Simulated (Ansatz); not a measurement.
# How fast states decay through Tl2HBrO

Aim: relax a made-up compound, Tl2HBrO, and see how good a tunnel barrier it would be. It is built by putting Tl for K in the K2HBrO structure of space group P2_1/m, with the volume rescaled by atomic radii. The parent structure comes from the Materials Project.

Program: Ansatz 0.2.0. Level of theory: r2SCAN DFT, plane waves, PAW files, in the first sound run; inputs show where later runs differ. Results are calculated unless marked as measured.

The structure was built from a prototype and need not be the compound's stable phase.

### Step 1. Starting point

It takes space group P2_1/m (No. 11, monoclinic). The conventional cell has a = 5.945 Å, b = 3.757 Å, c = 7.478 Å, α = 90.00°, β = 108.15°, γ = 90.00°. Tl has 3 O at 2.25 to 2.47 Å and 3 H at 2.58 to 3.10 Å and 3 Br at 2.95 to 3.13 Å and 1 Tl at 3.14 Å nearest. Tl has 2 O at 2.43 Å and 2 H at 2.53 Å and 4 Br at 2.93 to 3.08 Å nearest. Nearest to H lie 1 O at 0.85 Å. Nearest to Br lie 2 H at 2.70 Å and 7 Tl at 2.93 to 3.13 Å. Nearest to O lie 1 H at 0.85 Å and 5 Tl at 2.25 to 2.47 Å. It derives from K2HBrO. Tl for K in the K2HBrO structure of space group P2_1/m. Farther neighbours and most contacts between anions are not listed.

### Step 2. Cell and atoms at rest

The substituted atoms don't fit the parent's cell, so cell and atoms relax together. A small smearing keeps the run stable in case the gap closes on the way.

The input, input.yaml:

```yaml
crystal:
  lattice:
    - [5.9451369131, 0.0, 0.0]
    - [0.0, 3.7566651471, 0.0]
    - [-2.3287861412, 0.0, 7.1060109206]
  atoms:
    - { symbol: Tl, position: [0.290891, 0.75, 0.035446] }
    - { symbol: Tl, position: [0.709109, 0.25, 0.964554] }
    - { symbol: Tl, position: [0.705766, 0.25, 0.383769] }
    - { symbol: Tl, position: [0.294234, 0.75, 0.616231] }
    - { symbol: H, position: [0.163817, 0.25, 0.788669] }
    - { symbol: H, position: [0.836183, 0.75, 0.211331] }
    - { symbol: Br, position: [0.180579, 0.25, 0.300092] }
    - { symbol: Br, position: [0.819421, 0.75, 0.699908] }
    - { symbol: O, position: [0.314187, 0.25, 0.827191] }
    - { symbol: O, position: [0.685813, 0.75, 0.172809] }
kpoints:
  mp_grid: { grid: [4, 6, 4] }
scf:
  occupations: { method: gaussian, width: 0.03 }
hamiltonian:
  xc: r2scan
output:
  forces: true
  stress: true
relax:
  f_tol: 0.02
  max_steps: 60
  cell: {}
```

Started as:

```console
ansatz run input.yaml --threads 2 --pin off --max-ram 4096MiB --backend cpu --events-out ev --progress --plain --runs-dir out
```

Numbers of over 12 decimals in the logs are rounded to 6 here.

Log:

```text
Engine: ansatz 0.2.0, x86_64-unknown-linux-gnu
Pseudopotentials: kind: paw
Pseudopotential: Tl, paw, valence charge 13, recommended cutoff 500 eV (meta_gga), Tl.paw.azcp
Pseudopotential: H, paw, valence charge 1, recommended cutoff 500 eV (meta_gga), H.paw.azcp
Pseudopotential: Br, paw, valence charge 7, recommended cutoff 500 eV (meta_gga), Br.paw.azcp
Pseudopotential: O, paw, valence charge 6, recommended cutoff 500 eV (meta_gga), O.paw.azcp
Functional definition: r2SCAN
  parameter k0 = 0.174
  parameter k1 = 0.065
  parameter a1 = 4.9479
  exchange = r2scan_x(k0 = k0, k1 = k1, a1 = a1)
  correlation = r2scan_c
Crystal: 10 atoms, lattice volume = 158.705 Å³
Basis set: ecut = 500 eV, 4005 PW (Γ), exchange–correlation on 180×120×240 points (64 copies of the dense FFT grid, shifted against one another)
Bands: 50, of which v1, the nominal top of the filled ones, is band 40 counted from 1 (39 counted from 0)
Symmetry: 4 space group operations
Space group: P21/m (ITA 11), of the structure as read, at distance tolerance 5.4e-5 Å
k-points: 40 of 96
Non-local potential: Tl, projectors of the file, l = 0: 2, l = 1: 2, l = 2: 2, l = 3: 1
Non-local potential: H, projectors of the file, l = 0: 2, l = 1: 1
Non-local potential: Br, projectors of the file, l = 0: 2, l = 1: 2, l = 2: 2
Non-local potential: O, projectors of the file, l = 0: 2, l = 1: 2, l = 2: 1
PAW form: soft (Blöchl's): semilocal exchange-correlation on the pseudo side does not see the compensation charge
PAW frozen core: Tl, regenerated for the run's functional (the file was generated under x = pbe(κ = 0.804, μ = 0.219515), c = pbe(β = 0.066725))
PAW frozen core: Br, regenerated for the run's functional (the file was generated under x = pbe(κ = 0.804, μ = 0.219515), c = pbe(β = 0.066725))
PAW frozen core: O, regenerated for the run's functional (the file was generated under x = pbe(κ = 0.804, μ = 0.219515), c = pbe(β = 0.066725))
PAW one-centre angular grid: Tl, 590 points (default); XC on 160 Gauss nodes
PAW one-centre angular grid: H, 302 points (default); XC on 160 Gauss nodes
PAW one-centre angular grid: Br, 302 points (default); XC on 160 Gauss nodes
PAW one-centre angular grid: O, 302 points (default); XC on 160 Gauss nodes
Initial density: superposition of atomic densities (neutral atoms: chi_scale 0, normalization atom), corrected by the library's trained network
Initial wavefunctions: pseudopotential atomic-orbital guess
Functional: x = r2scan, c = r2scan; τ floored in thin density (d = 2e-4 eV/Å³)
SCF iter   1: F=—  HF=-52586.336484 eV  |F-HF|=—  |Δ(HF+E_count)|=         —  Δρ=9.42e-3  dr2=1.39e-1  dr2_τ=4.36e-1  ethr=1.77e-3  ⟨swp⟩=6.6  Hψ=8922  notcnv=0  defer=16
preconditioner: auto → Resta (q_TF=auto, 2.434 Å⁻¹)  ε∞=4.3  [insulator: Δε(μ)=0.064 eV  Ē_g=14.491 eV  σ=0.030 eV  W_gap=0.86  n_scr=38 (ndim 8)  ℏωp=26.4 eV  f_vac=0.000  D(μ)=0.35/eV (n_scr^D=0)  ε∞_Penn≈4.3]
SCF iter   2: F=—  HF=-52586.335743 eV  |F-HF|=—  |Δ(HF+E_count)|=   7.42e-4  Δρ=4.29e-3  dr2=2.97e-2  dr2_τ=2.22e-3  ethr=1.73e-4  ⟨swp⟩=2.9  Hψ=4294  notcnv=0  defer=155
SCF iter   3: F=—  HF=-52586.329255 eV  |F-HF|=—  |Δ(HF+E_count)|=   6.49e-3  Δρ=9.91e-4  dr2=1.04e-3  dr2_τ=1.95e-4  ethr=3.71e-5  ⟨swp⟩=2.0  Hψ=3506  notcnv=0  defer=115
automatic band count: iteration 3 solves 49 bands in place of 50: the levels show a gap, and the empty bands left out lie too high to hold charge; the band table lists the bands solved (type scf.n_extra_bands for more)
SCF iter   4: F=—  HF=-52586.329522 eV  |F-HF|=—  |Δ(HF+E_count)|=   2.66e-4  Δρ=3.48e-4  dr2=2.34e-4  dr2_τ=1.93e-5  ethr=1.30e-6  ⟨swp⟩=2.0  Hψ=3445  notcnv=0  defer=115
SCF iter   5: F=—  HF=-52586.329530 eV  |F-HF|=—  |Δ(HF+E_count)|=   8.51e-6  Δρ=2.10e-4  dr2=5.54e-5  dr2_τ=9.26e-6  ethr=2.92e-7  ⟨swp⟩=2.0  Hψ=3445  notcnv=0  defer=115
SCF iter   6: F=—  HF=-52586.329562 eV  |F-HF|=—  |Δ(HF+E_count)|=   3.18e-5  Δρ=4.66e-5  dr2=2.54e-6  dr2_τ=2.61e-7  ethr=6.92e-8  ⟨swp⟩=2.0  Hψ=3445  notcnv=0  defer=115
SCF iter   7: F=—  HF=-52586.329563 eV  |F-HF|=—  |Δ(HF+E_count)|=   1.03e-6  Δρ=1.14e-5  dr2=1.85e-7  dr2_τ=1.28e-8  ethr=3.18e-9  ⟨swp⟩=3.2  Hψ=3879  notcnv=0  defer=115
SCF iter   8: F=-52586.329563 eV  HF=-52586.329563 eV  |F-HF|=5.82e-10  |Δ(HF+E_count)|=   6.66e-8  Δρ=2.13e-6  dr2=8.20e-9  dr2_τ=3.09e-10  ethr=1.25e-10  ⟨swp⟩=5.0  Hψ=7426  notcnv=0
SCF 1 converged in 8 iterations: F = -52586.329563 eV  dr2 = 8.20e-9
  greatest PAW one-centre occupation: 0.968 electrons in one spin orbital (limit 2), on the Tl atom at site 3 (counted from 0), in its partial waves of l = 2
relax step   1: F+E_penalty+E_count = -52586.32956300 eV  Δ(F+E_penalty+E_count) = +0.000e0 eV  max|allowed force component| = 8.432e0 eV/Å  Δτ_max = 0.0000 Å  P = +35.809 GPa  Ω = 158.705 Å³  (8 SCF iters, dr2 threshold 1.00e-7 eV, accepted)
Crystal: 10 atoms, lattice volume = 179.920 Å³
Basis set: ecut = 500 eV, 4567 PW (Γ), exchange–correlation on 180×120×240 points (64 copies of the dense FFT grid, shifted against one another)
Initial density: handed on by an earlier stage of this run
Initial wavefunctions: those handed on with the density
iter 1 solved again at ethr=7.77e-4 eV; its pass at ethr=3.10e-3 eV (dr2=6.21e-1 eV) is discarded
SCF iter   1: F=—  HF=-52589.070869 eV  |F-HF|=—  |Δ(HF+E_count)|=         —  Δρ=1.91e-2  dr2=6.18e-1  dr2_τ=1.39e0  ethr=7.77e-4  ⟨swp⟩=1.1  Hψ=10496  notcnv=0
automatic band count: iteration 1 solves 47 bands in place of 50: the levels show a gap, and the empty bands left out lie too high to hold charge; the band table lists the bands solved (type scf.n_extra_bands for more)
preconditioner: auto → Resta (q_TF=auto, 2.384 Å⁻¹)  ε∞=4.7  [insulator: Δε(μ)=0.575 eV  Ē_g=12.944 eV  σ=0.030 eV  W_gap=1.00  n_scr=46 (ndim 8)  ℏωp=24.8 eV  f_vac=0.008  D(μ)=0.00/eV (n_scr^D=0)  ε∞_Penn≈4.7]
SCF iter   2: F=—  HF=-52590.426947 eV  |F-HF|=—  |Δ(HF+E_count)|=    1.36e0  Δρ=6.51e-3  dr2=5.41e-2  dr2_τ=1.35e-2  ethr=7.72e-4  ⟨swp⟩=3.0  Hψ=4035  notcnv=0
SCF iter   3: F=—  HF=-52590.420928 eV  |F-HF|=—  |Δ(HF+E_count)|=   6.02e-3  Δρ=3.38e-3  dr2=1.45e-2  dr2_τ=8.29e-4  ethr=6.76e-5  ⟨swp⟩=2.1  Hψ=3063  notcnv=0  defer=86
SCF iter   4: F=—  HF=-52590.420553 eV  |F-HF|=—  |Δ(HF+E_count)|=   3.74e-4  Δρ=6.99e-4  dr2=8.96e-4  dr2_τ=5.33e-5  ethr=1.81e-5  ⟨swp⟩=2.0  Hψ=3586  notcnv=0  defer=86
SCF iter   5: F=—  HF=-52590.420695 eV  |F-HF|=—  |Δ(HF+E_count)|=   1.42e-4  Δρ=3.64e-4  dr2=2.19e-4  dr2_τ=2.74e-5  ethr=1.12e-6  ⟨swp⟩=2.0  Hψ=3394  notcnv=0  defer=86
[...]
relax step  16: F+E_penalty+E_count = -52592.78964931 eV  Δ(F+E_penalty+E_count) = -1.325e-3 eV  max|allowed force component| = 2.104e-2 eV/Å  Δτ_max = 0.0159 Å  P = -0.027 GPa  Ω = 227.831 Å³  energy of the carried Pulay correction = -2.181e-2 eV  (7 SCF iters, dr2 threshold 6.72e-8 eV, accepted)
relax step  17: F+E_penalty+E_count = -52592.78982470 eV  Δ(F+E_penalty+E_count) = -1.754e-4 eV  max|allowed force component| = 2.511e-2 eV/Å  Δτ_max = 0.0165 Å  P = +0.014 GPa  Ω = 227.691 Å³  energy of the carried Pulay correction = -2.177e-2 eV  (7 SCF iters, dr2 threshold 2.77e-8 eV, accepted)
relax step  18: F+E_penalty+E_count = -52592.79009281 eV  Δ(F+E_penalty+E_count) = -2.681e-4 eV  max|allowed force component| = 6.712e-3 eV/Å  Δτ_max = 0.0079 Å  P = +0.008 GPa  Ω = 227.864 Å³  energy of the carried Pulay correction = -2.181e-2 eV  (7 SCF iters, dr2 threshold 3.94e-8 eV, accepted)
relax step  19: F+E_penalty+E_count = -52592.86261633 eV  Δ(F+E_penalty+E_count) = -7.252e-2 eV  max|allowed force component| = 2.493e-2 eV/Å  Δτ_max = 0.0000 Å  P = +0.372 GPa  Ω = 227.864 Å³  stress off target by 7.65e-1 GPa  SCF on the basis re-selected at this cell (its energy is not comparable with the rows above)  (8 SCF iters)
relax step  20: F+E_penalty+E_count = -52592.87872826 eV  Δ(F+E_penalty+E_count) = -1.611e-2 eV  max|allowed force component| = 5.529e-2 eV/Å  Δτ_max = 0.0556 Å  P = +0.012 GPa  Ω = 231.925 Å³  energy of the carried Pulay correction = -8.297e-4 eV  (7 SCF iters, dr2 threshold 1.00e-6 eV, accepted)
relax step  21: F+E_penalty+E_count = -52592.88648787 eV  Δ(F+E_penalty+E_count) = -7.760e-3 eV  max|allowed force component| = 8.551e-2 eV/Å  Δτ_max = 0.0421 Å  P = -0.041 GPa  Ω = 233.757 Å³  energy of the carried Pulay correction = -1.294e-3 eV  (7 SCF iters, dr2 threshold 2.74e-7 eV, accepted)
relax step  22: F+E_penalty+E_count = -52592.89065306 eV  Δ(F+E_penalty+E_count) = -4.165e-3 eV  max|allowed force component| = 4.261e-2 eV/Å  Δτ_max = 0.0311 Å  P = -0.127 GPa  Ω = 234.725 Å³  energy of the carried Pulay correction = -1.523e-3 eV  (7 SCF iters, dr2 threshold 4.57e-7 eV, accepted)
relax step  23: F+E_penalty+E_count = -52592.89214652 eV  Δ(F+E_penalty+E_count) = -1.493e-3 eV  max|allowed force component| = 2.131e-2 eV/Å  Δτ_max = 0.0211 Å  P = +0.017 GPa  Ω = 234.268 Å³  energy of the carried Pulay correction = -1.458e-3 eV  (7 SCF iters, dr2 threshold 1.13e-7 eV, accepted)
relax step  24: F+E_penalty+E_count = -52592.89253119 eV  Δ(F+E_penalty+E_count) = -3.847e-4 eV  max|allowed force component| = 2.412e-2 eV/Å  Δτ_max = 0.0070 Å  P = -0.007 GPa  Ω = 233.758 Å³  energy of the carried Pulay correction = -1.358e-3 eV  (7 SCF iters, dr2 threshold 2.84e-8 eV, accepted)
relax step  25: F+E_penalty+E_count = -52592.89261909 eV  Δ(F+E_penalty+E_count) = -8.790e-5 eV  max|allowed force component| = 1.668e-2 eV/Å  Δτ_max = 0.0035 Å  P = +0.001 GPa  Ω = 233.784 Å³  energy of the carried Pulay correction = -1.356e-3 eV  (6 SCF iters, dr2 threshold 3.63e-8 eV, accepted)
iter 1 solved again at ethr=6.89e-8 eV; its pass at ethr=3.10e-3 eV (dr2=5.51e-5 eV) is discarded
SCF iter   1: F=—  HF=-52592.894116 eV  |F-HF|=—  |Δ(HF+E_count)|=         —  Δρ=1.62e-4  dr2=2.87e-6  dr2_τ=1.19e-5  ethr=6.89e-8  ⟨swp⟩=5.0  Hψ=15446  notcnv=0
preconditioner: auto → Resta (q_TF=auto, 2.282 Å⁻¹)  ε∞=3.8  [insulator: Δε(μ)=2.299 eV  Ē_g=12.970 eV  σ=0.030 eV  W_gap=1.00  n_scr=52 (ndim 8)  ℏωp=21.7 eV  f_vac=0.026  D(μ)=0.00/eV (n_scr^D=0)  ε∞_Penn≈3.8]
SCF iter   2: F=—  HF=-52592.894655 eV  |F-HF|=—  |Δ(HF+E_count)|=   5.40e-4  Δρ=8.34e-5  dr2=7.86e-7  dr2_τ=8.13e-6  ethr=3.59e-9  ⟨swp⟩=2.0  Hψ=3602  notcnv=0
SCF iter   3: F=—  HF=-52592.894712 eV  |F-HF|=—  |Δ(HF+E_count)|=   5.68e-5  Δρ=3.15e-6  dr2=1.69e-8  dr2_τ=4.90e-9  ethr=9.82e-10  ⟨swp⟩=2.1  Hψ=3607  notcnv=0
SCF iter   4: F=—  HF=-52592.894712 eV  |F-HF|=—  |Δ(HF+E_count)|=   1.22e-8  Δρ=1.53e-6  dr2=2.88e-9  dr2_τ=1.33e-9  ethr=2.11e-11  ⟨swp⟩=2.4  Hψ=3623  notcnv=0
SCF iter   5: F=—  HF=-52592.894712 eV  |F-HF|=—  |Δ(HF+E_count)|=   5.74e-9  Δρ=5.64e-7  dr2=2.77e-10  dr2_τ=1.68e-10  ethr=3.60e-12  ⟨swp⟩=2.0  Hψ=3600  notcnv=0
SCF iter   6: F=-52592.894712 eV  HF=-52592.894712 eV  |F-HF|=8.00e-11  |Δ(HF+E_count)|=  9.02e-10  Δρ=1.22e-7  dr2=2.78e-11  dr2_τ=8.37e-12  ethr=1.00e-12  ⟨swp⟩=5.0  Hψ=7490  notcnv=0
SCF 26 converged in 6 iterations: F = -52592.894712 eV  dr2 = 2.78e-11
relax step  26: F+E_penalty+E_count = -52592.89471223 eV  Δ(F+E_penalty+E_count) = -2.093e-3 eV  max|allowed force component| = 1.463e-2 eV/Å  Δτ_max = 0.0000 Å  P = +0.005 GPa  Ω = 233.784 Å³  stress off target by 1.62e-2 GPa  SCF on the basis re-selected at this cell (its energy is not comparable with the rows above)  (6 SCF iters)
basis re-selected at this cell: Δ(F+E_penalty+E_count) = -2.093e-3 eV, ΔP = +0.004 GPa vs the last step (what re-selecting the basis moved, of the pressure what is left beyond the Pulay correction that the steps carried, after the strain that the cell walked since its last selection, with what the two solves' SCF thresholds leave and, on support functions, any second-order correction that the steps lacked; it is no m [...]
SCF converged after 6 iterations
Free energy (F): -52592.894712 eV
Harris-Foulkes:  -52592.894712 eV  (|F-HF|=8.00e-11)
Internal energy: -52592.894712 eV  (E = F + TS)
E sigma→0 (E₀):  -52592.894712 eV
Fermi energy:    5.490934 eV
--- Per-component energies (eV) ---
  E_band       = -275.816850
  E_kinetic    = 1979.199144
  E_local      = -6020.804130  (includes V_loc(G=0)·N_el)
  E_nonlocal   = 1511.174375
  E_hartree    = 2238.940292
  E_xc         = -1542.064437
  E_vxc        = -1094.661126  (∫ρ·V_xc dr)
  E_paw        = -45622.150208  (= ΣΔE_a)
  E_vpaw       = -1204.505221  (= ΣTr[D̂ρ^β])
  E_aug_tail   = 0.001177  (compensation charges beyond the density's cutoff)
  E_vtau       = 75.898367  (kinetic-family band-sum trace: ∫τ·v_τ [+ j·A + Jᵃ·Aᵃ] dr)
  E_ewald      = -5140.969700
  E_core_change = 3.778775  (= ΣΔE_core)
  E_smearing   = -0.000000  (= −TS)
  E_closure    = 0.000000  (closes the sum)
  Σ components = -52592.894712   (vs F -52592.894712, Δ=0.00e0)
--- Forces (eV/Å), atoms counted from 1 ---
  atom   1  Tl    -0.00024885     0.00000000    -0.00278904
  atom   2  Tl     0.00024885    -0.00000000     0.00278904
  atom   3  Tl     0.00131967    -0.00000000     0.00050091
  atom   4  Tl    -0.00131967     0.00000000    -0.00050091
  atom   5  H     -0.01157742     0.00000000    -0.01057556
  atom   6  H      0.01157742    -0.00000000     0.01057556
  atom   7  Br     0.00051551     0.00000000     0.00048662
  atom   8  Br    -0.00051551    -0.00000000    -0.00048662
  atom   9  O      0.01463279    -0.00000000     0.01094276
  atom  10  O     -0.01463279     0.00000000    -0.01094276
  max |Σ_I F_I| component: 0.00e0 eV/Å
--- Stress (GPa, compression-positive) ---
        0.014480      -0.000000      -0.000038
       -0.000000      -0.015554      -0.000000
       -0.000034      -0.000000       0.016207
  P = ⅓ Tr σ = 0.0050 GPa (0.050 kbar)
--- Relaxed structure (24 steps of the walk, 24 accepted, 2 SCFs on fresh bases) ---
  F+E_penalty+E_count = -52592.89471223 eV   max|allowed force component| = 1.463e-2 eV/Å   (the final SCF, on the basis selected at the relaxed cell)
  cell:  # Å, volume = 233.7844 Å³
    - [6.643551, 0.0, -0.716686]
    - [0.0, 4.121155, 0.0]
    - [-3.458993, 0.0, 8.911937]
  atoms:
    - { symbol: Tl, position: [0.256878, 0.75, 0.024095] }
    - { symbol: Tl, position: [0.743122, 0.250000, 0.975905] }
    - { symbol: Tl, position: [0.645466, 0.250000, 0.344607] }
    - { symbol: Tl, position: [0.354534, 0.75, 0.655393] }
    - { symbol: H, position: [0.163854, 0.250000, 0.793130] }
    - { symbol: H, position: [0.836146, 0.75, 0.206870] }
    - { symbol: Br, position: [0.151506, 0.250000, 0.373316] }
    - { symbol: Br, position: [0.848494, 0.75, 0.626684] }
    - { symbol: O, position: [0.310828, 0.250000, 0.884279] }
    - { symbol: O, position: [0.689172, 0.75, 0.115721] }
```

Wall time 5.4 min (2 threads of Intel Xeon Platinum 8375C at 2.90GHz (Ice Lake), shared host); peak memory 1.3 GiB; 11 min of CPU time.

Step by step (22 of 26):

```csv
step,energy less that of the first step (eV),largest force component (eV/Å),pressure (GPa),volume (Å³)
1,0.0000,8.4316,35.81,158.70
2,-4.0911,1.6854,16.18,179.92
3,-5.6331,0.3873,6.93,201.27
5,-6.3479,0.1702,0.44,226.58
6,-6.3759,0.1475,-0.50,234.55
7,-6.3986,0.0690,-0.40,232.91
8,-6.4055,0.0934,-0.13,231.29
9,-6.4202,0.0983,0.12,227.29
11,-6.4374,0.1456,0.39,225.60
12,-6.4463,0.1348,0.17,226.82
13,-6.4476,0.1962,-0.24,228.25
14,-6.4545,0.0919,0.02,228.46
15,-6.4588,0.0328,0.00,228.03
16,-6.4601,0.0210,-0.03,227.83
18,-6.4605,0.0067,0.01,227.86
19*,-6.5331,0.0249,0.37,227.86
20,-6.5492,0.0553,0.01,231.92
21,-6.5569,0.0855,-0.04,233.76
22,-6.5611,0.0426,-0.13,234.73
24,-6.5630,0.0241,-0.01,233.76
25,-6.5631,0.0167,0.00,233.78
26*,-6.5651,0.0146,0.01,233.78
```

Relaxation steps marked * repeat the geometry before them on a plane-wave basis chosen anew for their cell, so energy and pressure can jump there. Other such steps can lie between the rows shown.

The run keeps the 4 symmetry operations that it works with, so distortions that break them were not tested.

| cell as run | before | after | change |
| --- | --- | --- | --- |
| a (Å) | 5.945 | 6.682 | +12.4 % |
| b (Å) | 3.757 | 4.121 | +9.7 % |
| c (Å) | 7.478 | 9.560 | +27.8 % |
| β (°) | 108.15 | 117.37 | +8.5 % |
| volume (Å³/atom) | 15.87 | 23.38 | +47.3 % |

The atoms that moved most (Å, as changes of fractional coordinates times the final cell):

```csv
atom,dx,dy,dz,length
Br7,-0.446,0.000,0.673,0.808
Br8,0.446,0.000,-0.673,0.808
O9,-0.220,0.000,0.511,0.556
O10,0.220,0.000,-0.511,0.556
Tl3,-0.265,0.000,-0.306,0.405
Tl4,0.265,0.000,0.306,0.405
Tl1,-0.187,0.000,-0.077,0.202
Tl2,0.187,0.000,0.077,0.202
```

This step gave:

```
free energy  : -52592.8947 eV
Fermi energy : 5.491 eV
pressure     : 0.005044 GPa
```

The largest force component on a free atom ends at 0.015 eV/Å.

(Part 1 of 3 ends here.)

[Logs are printed without paths, hosts, clocks, repeated set-up lines and the standing remarks that a program may print on its own settings, such as how far it seeks lower states.]

[Hosts, paths, dates, database ids (printed as entryN), source tags and the programs' standing remarks are cut or masked in the printed files.]
